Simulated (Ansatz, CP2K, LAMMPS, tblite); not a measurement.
# CP2K on liquid Hg22Cd10S32 at 2200 K (64 atoms): settings against a plane-wave reference, part 2 of 2

Aim: run liquid Hg22Cd10S32 at 2200 K (64 atoms) in CP2K and see how near its forces come to a plane-wave reference, and at what cost.

Program: CP2K 2026.2; the method stands at each step. Banners, paths, timers and routine set-up lines are dropped from the logs unmarked, and long logs keep their key lines alone; longer cuts are marked.

So far. Step 2 (PBE, DZVP-UZH, 800/60 Ry, diagonalisation): Forces lie 8.8 % from the reference's, at 6.0 times its CPU time (on 2 against 4 cores). Step 3 (PBE, SZV-MOLOPT-SR, 800/60 Ry, diagonalisation): Against the first run (8.8 %), the force difference from the reference is 61 %, at 0.70 times the CPU time (on 1 against 2 cores), with 416 basis functions against 1216; this set comes with other potentials too, so the change isn't the basis's alone.

### 4. revPBE, PBE potentials, DZVP-UZH, 800/60 Ry, diagonalisation

Method: Kohn-Sham DFT, revPBE, GTH-PBE pseudopotentials, Gaussian and plane waves, DZVP-MOLOPT (UZH set), diagonalisation.

input.inp

```
&GLOBAL
  PROJECT cell
  RUN_TYPE ENERGY_FORCE
  PRINT_LEVEL LOW
&END GLOBAL
&FORCE_EVAL
  METHOD QS
  STRESS_TENSOR ANALYTICAL
  &DFT
    BASIS_SET_FILE_NAME BASIS_MOLOPT_UZH
    POTENTIAL_FILE_NAME POTENTIAL_UZH
    &MGRID
      CUTOFF 800
      REL_CUTOFF 60
      NGRIDS 5
    &END MGRID
    &QS
      EPS_DEFAULT 1.0E-12
    &END QS
    &SCF
      SCF_GUESS ATOMIC
      EPS_SCF 1.0E-06
      MAX_SCF 200
      ADDED_MOS 14
      &DIAGONALIZATION
        ALGORITHM STANDARD
      &END DIAGONALIZATION
      &SMEAR ON
        METHOD FERMI_DIRAC
        ELECTRONIC_TEMPERATURE [K] 580
      &END SMEAR
      &MIXING
        METHOD BROYDEN_MIXING
        ALPHA 0.3
        NBROYDEN 8
      &END MIXING
      &PRINT
        &RESTART OFF
        &END RESTART
      &END PRINT
    &END SCF
    &XC
      &XC_FUNCTIONAL
        &PBE
          PARAMETRIZATION REVPBE
        &END PBE
      &END XC_FUNCTIONAL
    &END XC
    &PRINT
      &MULLIKEN ON
      &END MULLIKEN
      &HIRSHFELD ON
        SHAPE_FUNCTION DENSITY
      &END HIRSHFELD
      &MO ON
        EIGENVALUES T
        OCCUPATION_NUMBERS T
        MO_INDEX_RANGE 277 300
        &EACH
          QS_SCF 0
        &END EACH
        ADD_LAST NUMERIC
      &END MO
    &END PRINT
  &END DFT
  &SUBSYS
    &CELL
      A 11.96210 0.00000 0.00000
      B 0.00000 11.96210 0.00000
      C 0.00000 0.00000 11.96210
    &END CELL
    &COORD
[... 64 atom lines left out: the same atoms as in the first run ...]
    &END COORD
    &KIND Hg
      BASIS_SET DZVP-MOLOPT-PBE-GTH-q12
      POTENTIAL GTH-PBE-q12
    &END KIND
    &KIND Cd
      BASIS_SET DZVP-MOLOPT-PBE-GTH-q12
      POTENTIAL GTH-PBE-q12
    &END KIND
    &KIND S
      BASIS_SET DZVP-MOLOPT-PBE-GTH-q6
      POTENTIAL GTH-PBE-q6
    &END KIND
  &END SUBSYS
  &PRINT
    &FORCES ON
    &END FORCES
    &STRESS_TENSOR ON
    &END STRESS_TENSOR
  &END PRINT
&END FORCE_EVAL
```

The run is started by

```bash
> OMP_NUM_THREADS=2 cp2k.psmp -i input.inp > output.txt
```

Numbers of over 12 decimals in the logs are rounded to 6 here.

The log of the run:

```text
CP2K| version string:                                       CP2K version 2026.2
 CP2K| Input file name                                                 input.inp
 GLOBAL| Basis set file name                                    BASIS_MOLOPT_UZH
 GLOBAL| Potential file name                                       POTENTIAL_UZH
 GLOBAL| Run type                                                   ENERGY_FORCE
 GLOBAL| Total number of message passing processes                             1
 GLOBAL| Number of threads for this process                                    2
[... lines left out ...]
                        Smear method:                                FERMI_DIRAC
[... lines left out ...]
 Number of electrons:                                                        576
[... lines left out ...]
  Step     Update method      Time    Convergence         Total energy    Change
[... lines left out ...]
  *** SCF run converged in    35 steps ***
[... lines left out ...]
  Fermi energy:                                                 0.142788
  Total energy:                                             -1691.794559
  Total energy (extrapolated to T->0):                      -1691.787305
[... lines left out ...]
 MO| E(Fermi):            0.142788 a.u.          3.885449 eV
[... lines left out ...]
     64       S      3       6.000          6.248                        -0.248
  Total Charge                                                            0.000
 !-----------------------------------------------------------------------------!
 ENERGY| Total FORCE_EVAL ( QS ) energy [hartree]          -1691.794556
 FORCES| Atomic forces [hartree/bohr]
 FORCES|   Atom     x               y               z               |f|
 FORCES|      1 -9.01906112E-03  1.19514239E-02  2.35365926E-04   1.49744915E-02
 FORCES|      2 -7.06451477E-03 -3.29963442E-03  5.64006877E-03   9.62316642E-03
 FORCES|      3 -1.96594488E-02  1.28171903E-02 -3.38024301E-03   2.37107641E-02
[...]
FORCES|     63  2.12070142E-02 -3.73828554E-02  4.55325336E-03   4.32197576E-02
 FORCES|     64  1.76087613E-02 -9.43740006E-03 -1.82168107E-02   2.70367378E-02
 FORCES| Sum     7.83864685E-07 -7.61381354E-07  1.36834035E-06
 FORCES| Total atomic force                                       1.75114269E-06
 STRESS| Analytical stress tensor [bar]
 STRESS|                        x                   y                   z
 STRESS|      x       -4.79712279775E+03   8.28564276461E+01   2.26952709075E+03
 STRESS|      y        8.28564276461E+01   9.22706823164E+03  -6.17517905670E+02
 STRESS|      z        2.26952709075E+03  -6.17517905670E+02   1.07800402915E+04
 STRESS| 1/3 Trace                                             5.06999524180E+03
```

Wall time 8.2 min (2 threads of Arm Neoverse V1, shared host); peak memory 6.8 GiB; 15 min of CPU time.

Against the reference:

* r.m.s. force component: 0.7078 eV/Å
* r.m.s. difference of force components: 68.95 meV/Å
* longest difference of force vectors: 361.1 meV/Å
* force difference over r.m.s. force: 10.47 %
* slope of forces against the reference's: 1.072
* correlation of force components: 0.9975
* pressure: 0.507 GPa
* pressure difference: 1.796 GPa

Against the first run (8.8 %), the force difference from the reference is 10 %, at 1.1 times the CPU time; the model has changed, so this is no error of the program alone.

### 5. PBE, DZVP-UZH, 280/60 Ry, diagonalisation

Method: Kohn-Sham DFT, PBE, GTH-PBE pseudopotentials, Gaussian and plane waves, DZVP-MOLOPT (UZH set), diagonalisation.

input.inp, as its differences from that of step 4:

```diff
@@ -12,5 +12,4 @@
     &MGRID
-      CUTOFF 800
+      CUTOFF 280
       REL_CUTOFF 60
-      NGRIDS 5
     &END MGRID
@@ -42,6 +41,3 @@
     &XC
-      &XC_FUNCTIONAL
-        &PBE
-          PARAMETRIZATION REVPBE
-        &END PBE
+      &XC_FUNCTIONAL PBE
       &END XC_FUNCTIONAL
@@ -72,3 +68,28 @@
     &COORD
-[... 64 atom lines left out: the same atoms as in the first run ...]
+      SCALED
+      Hg 0.72776 0.39598 0.84685
+      Hg 0.05258 0.81347 0.04040
+      Hg 0.35446 0.71194 0.51414
+      Hg 0.52258 0.97415 0.59818
+      Hg 0.48222 0.67295 0.75141
+      Hg 0.00902 0.46392 0.96423
+      Hg 0.53492 0.34503 0.31207
+      Hg 0.81772 0.14960 0.71876
+      Hg 0.40525 0.93105 0.88265
+      Hg 0.20454 0.08919 0.01110
+      Hg 0.97392 0.05433 0.88530
+      Hg 0.04605 0.12507 0.41087
+      Hg 0.29751 0.33487 0.07115
+      Hg 0.20682 0.95590 0.52328
+      Hg 0.70335 0.09741 0.36224
+      Hg 0.41687 0.10704 0.22062
+      Hg 0.07032 0.48621 0.38333
+      Hg 0.69058 0.77730 0.46404
+      Hg 0.76177 0.38316 0.20523
+      Hg 0.27255 0.68265 0.89400
+[... 40 atom lines left out ...]
+      S 0.16093 0.35310 0.57976
+      S 0.01817 0.12120 0.63833
+      S 0.80030 0.97054 0.49230
+      S 0.22548 0.21053 0.27880
     &END COORD
```

The log of the run:

```text
CP2K| version string:                                       CP2K version 2026.2
 CP2K| Input file name                                                 input.inp
 GLOBAL| Basis set file name                                    BASIS_MOLOPT_UZH
 GLOBAL| Potential file name                                       POTENTIAL_UZH
 GLOBAL| Run type                                                   ENERGY_FORCE
 GLOBAL| Total number of message passing processes                             1
 GLOBAL| Number of threads for this process                                    2
 TOTAL NUMBERS AND MAXIMUM NUMBERS
  Total number of            - Atomic kinds:                                   3
                             - Atoms:                                         64
[... lines left out ...]
                        Smear method:                                FERMI_DIRAC
[... lines left out ...]
 Number of electrons:                                                        576
[... lines left out ...]
  Step     Update method      Time    Convergence         Total energy    Change
[... lines left out ...]
  *** SCF run converged in    31 steps ***
[... lines left out ...]
  Fermi energy:                                                 0.140083
  Total energy:                                             -1691.043460
  Total energy (extrapolated to T->0):                      -1691.036178
[... lines left out ...]
 MO| E(Fermi):            0.140083 a.u.          3.811861 eV
[... lines left out ...]
 !-----------------------------------------------------------------------------!
 !-----------------------------------------------------------------------------!
                           Hirshfeld Charges
  #Atom  Element  Kind  Ref Charge     Population                    Net charge
      1       Hg     1      12.000         11.811                         0.189
      2       Hg     1      12.000         11.753                         0.247
      3       Hg     1      12.000         11.877                         0.123
[...]
63       S      3       6.000          6.187                        -0.187
     64       S      3       6.000          6.239                        -0.239
  Total Charge                                                            0.000
 !-----------------------------------------------------------------------------!
 ENERGY| Total FORCE_EVAL ( QS ) energy [hartree]          -1691.043458
 FORCES| Atomic forces [hartree/bohr]
 FORCES|   Atom     x               y               z               |f|
 FORCES|      1 -8.86967532E-03  1.14652590E-02  7.63112560E-04   1.45157034E-02
 FORCES|      2 -7.18221496E-03 -3.68043490E-03  5.44648715E-03   9.73622283E-03
 FORCES|      3 -1.92875082E-02  1.22790404E-02 -3.02898871E-03   2.30642056E-02
[...]
FORCES|     63  2.10151108E-02 -3.69847673E-02  4.32418985E-03   4.27575316E-02
 FORCES|     64  1.73193631E-02 -9.01273465E-03 -1.82275555E-02   2.67101761E-02
 FORCES| Sum    -3.55998689E-04 -4.23985293E-04 -1.39470415E-04
 FORCES| Total atomic force                                       5.70920828E-04
 STRESS| Analytical stress tensor [bar]
 STRESS|                        x                   y                   z
 STRESS|      x       -1.74021859979E+04   2.36453913351E+02   2.26666592861E+03
 STRESS|      y        2.36453913351E+02  -3.42422021675E+03  -5.18190620467E+02
 STRESS|      z        2.26666592861E+03  -5.18190620467E+02  -1.63872117478E+03
 STRESS| 1/3 Trace                                            -7.48837579648E+03
```

Elapsed: 5.1 min, on 2 threads; peak memory 1.7 GiB; 9.6 min of CPU time.

Numbers from this run, and their distance from the reference:

```
r.m.s. force component                          : 0.6973 eV/Å
r.m.s. difference of force components           : 57.97 meV/Å
longest difference of force vectors             : 298.4 meV/Å
force difference over r.m.s. force              : 8.803 %
slope of forces against the reference's         : 1.057
correlation of force components                 : 0.998
pressure                                        : -0.7488 GPa
pressure difference                             : 0.5402 GPa
energy less the same-level run's                : -0.004 meV/atom
r.m.s. force difference from the same-level run : 3.03 meV/Å
```

This is a coarse setting, run to see what it loses.

Against the first run (8.8 %), the force difference from the reference is 8.8 %, at 0.73 times the CPU time: the change moves forces by 3.0 meV/Å r.m.s., so most of the difference comes from elsewhere.

### 6. Side by side

Differences are against the plane-wave reference, forces as r.m.s. over components; share is that over the reference's r.m.s. force, slope the least-squares factor from reference forces to these. Total energies of different programs have different zeros and aren't compared.

```csv
run,"Δ force, r.m.s. (meV/Å)",share (%),slope,Δ pressure (GPa),cores,CPU time,memory (GiB)
reference,-,-,-,-,4,2.2 min,2.5
"CP2K PBE, DZVP-UZH, 800/60 Ry, diagonalisation",58.1,8.82,1.056,0.540,2,13 min,6.8
"CP2K PBE, SZV-MOLOPT-SR, 800/60 Ry, diagonalisation (coarse)",405,61.5,1.455,0.476,1,9.1 min,6.4
"CP2K revPBE, PBE potentials, DZVP-UZH, 800/60 Ry, diagonalisation",69.0,10.5,1.072,1.80,2,15 min,6.8
"CP2K PBE, DZVP-UZH, 280/60 Ry, diagonalisation (coarse)",58.0,8.80,1.057,0.540,2,9.6 min,1.7
```

Rows marked coarse were listed beforehand as settings not expected to be converged; some can still land near the reference.

CPU time is summed over cores on a shared host, where runs went side by side, so it is rough. Symmetry, cutoffs, thresholds, outputs and thread counts weren't matched or tuned between programs; memory under MPI is the largest rank's times the ranks.

Mean charges by element (e), by run and scheme:

```csv
run,scheme,Hg,Cd,S
"CP2K PBE, DZVP-UZH, 800/60 Ry, diagonalisation",Mulliken,+0.22,+0.47,-0.30
"CP2K PBE, DZVP-UZH, 800/60 Ry, diagonalisation",Hirshfeld,+0.20,+0.27,-0.22
"CP2K revPBE, PBE potentials, DZVP-UZH, 800/60 Ry, diagonalisation",Mulliken,+0.23,+0.50,-0.31
"CP2K revPBE, PBE potentials, DZVP-UZH, 800/60 Ry, diagonalisation",Hirshfeld,+0.20,+0.29,-0.23
```

Within one program, basis, potentials and functional, energies share a zero. Each run against its twin at the usual cutoff or grid and solver:

```csv
run,twin,Δ energy (meV/atom),"Δ force, r.m.s. (meV/Å)",CPU time over the twin's
"CP2K PBE, DZVP-UZH, 280/60 Ry, diagonalisation","DZVP-UZH, 800/60 Ry, diagonalisation",-0.004,3.03,0.73
```

Further runs of this program without a result: CP2K GFN1-xTB, diagonalisation (not converged).

### 7. Outcome

```json
{
  "nearest in forces": "a tie at 8.8 % of 2 runs: CP2K PBE, DZVP-UZH, 800/60 Ry, diagonalisation; CP2K PBE, DZVP-UZH, 280/60 Ry, diagonalisation (coarse)"
}
```

In words: The PBE run in local orbitals, coarse settings apart, differs by 8.8 % (CP2K PBE, DZVP-UZH, 800/60 Ry, diagonalisation); basis, grid and potentials can all enter. Rows with another functional or a dispersion term differ by 10 % (CP2K revPBE, PBE potentials, DZVP-UZH, 800/60 Ry, diagonalisation), which mixes the change of model with differences of basis and potentials, some of them made for another functional. Runs with settings chosen to be coarse differ by 8.8 % (CP2K PBE, DZVP-UZH, 280/60 Ry, diagonalisation) to 61 % (CP2K PBE, SZV-MOLOPT-SR, 800/60 Ry, diagonalisation), their programs' other errors included. None of the electronic-structure runs in the table takes under half the reference's CPU time of 2.2 min; they take 4.2 to 6.6 times as much. CP2K PBE, SZV-MOLOPT-SR, 800/60 Ry, diagonalisation stiffens the forces by a factor of 1.46 while following their directions (correlation 0.962); the slopes of the 4 CP2K runs lie between 1.06 and 1.46. Charges hang on scheme and program or settings: among these rows the mean for Cd runs from +0.27 to +0.50 e. The potentials hold different valence shells: 832 electrons in the reference, 576 in CP2K with SZV-MOLOPT-SR; this bears on time and differences. The frame stands for 2200 K, but pressures are static and levels are smeared at 580 K, under the temperature of the frame, which matters where levels are partly filled. The network of bonds at the start is that of the classical potential that made the cell, and needn't be the one that DFT or experiment would give. The electronic-structure runs sample only Γ, in a cell whose shortest periodic width is 12 Å, which is coarse for a cell with partly filled levels. Spin–orbit coupling is left out, which matters for the levels of the heavy elements.

[Also dropped from logs without a mark: logging warnings of Python, and SIESTA's first energy breakdown and zero terms.]

[Logs are printed without paths, hosts, clocks, repeated set-up lines and the standing remarks that a program may print on its own settings, such as how far it seeks lower states.]

[Hosts, paths, dates, database ids (printed as entryN), source tags and the programs' standing remarks are cut or masked in the printed files.]
